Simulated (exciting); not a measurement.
Consider ZnS (Wurtzite-2H), space group P6_3mc.

```
Zn S
1.0
     3.81100    0.00000    0.00000
    -1.90550    3.30042    0.00000
     0.00000    0.00000    6.23400
Zn S
2 2
Direct
  0.66667 0.33333 0.50000
  0.33333 0.66667 0.00000
  0.66667 0.33333 0.88500
  0.33333 0.66667 0.38500
```

Absorber: atom 1, with 3 S at 2.31 Å and 1 S at 2.40 Å (distorted tetrahedral, site symmetry 3m). Method: exciting, all-electron LAPW+lo, LDA, exchange and screened direct term (singlet BSE), 5×5×2 shifted k points, 28 conduction bands, |G+q| up to 3 bohr⁻¹, full RPA screening with nempty = 55, Lorentzian half width 0.83 eV.

The database entry behind the starting cell differs from later determinations by our own check (about 0.4 % short), so it need not match the best structure at ambient conditions.

Question: What does the Zn K spectrum look like, and is there a bound core exciton?

Bound core exciton? Undecided on this mesh: the first bright state (over 5 % of the brightest) lies at 0.73 eV from the Kohn–Sham onset and at -0.37 eV from the lowest bare transition of its own mesh; weaker or dark states reach down to 0.07 eV. Maxima (height): 2.8 eV (1.00), 7.0 eV (0.64), 10.2 eV (0.69) and 12.3 eV (0.65).

Energy from the Kohn–Sham onset, core level to the lowest empty state found on the meshes used; Im ε in relative units:

```tsv
E (eV)	Im ε
-6.0	0.03
-5.5	0.03
-5.0	0.03
-4.5	0.04
-4.0	0.04
-3.5	0.05
-3.0	0.06
-2.5	0.07
-2.0	0.09
-1.5	0.11
-1.0	0.15
-0.5	0.22
0.0	0.34
0.5	0.54
1.0	0.71
1.5	0.75
2.0	0.82
2.5	0.95
3.0	0.99
3.5	0.92
4.0	0.87
4.5	0.80
5.0	0.72
5.5	0.66
6.0	0.63
6.5	0.63
7.0	0.64
7.5	0.63
8.0	0.59
8.5	0.55
9.0	0.56
9.5	0.62
10.0	0.68
10.5	0.67
11.0	0.62
11.5	0.62
12.0	0.65
12.5	0.65
13.0	0.62
13.5	0.58
14.0	0.54
14.5	0.51
15.0	0.49
15.5	0.47
16.0	0.47
16.5	0.49
17.0	0.51
17.5	0.52
18.0	0.52
```

With 50 k points the binding energies are rough, and fine structure above the first lines is partly noise of the mesh. The kernel cutoff is low for a compact core orbital, so the effect of exchange is a lower bound. The zero comes from the unshifted 5×5×2 ground-state mesh; it is exact only where the band minimum lies on that mesh. The Kohn–Sham onset, 9502 eV, is no photon energy (tabulated edge of the element: 9659 eV): the scale needs a rigid shift. No quasiparticle correction widens the gap or stretches the bands. Vibrations and energy-dependent lifetimes are left out. The structure is a published determination, not relaxed.

[Banner, clock and machine lines of the logs are left out without a mark of their own.]

[Logs are printed without paths, hosts, clocks, repeated set-up lines and the standing remarks that a program may print on its own settings, such as how far it seeks lower states.]

[Hosts, paths, dates, database ids (printed as entryN), source tags and the programs' standing remarks are cut or masked in the printed files.]
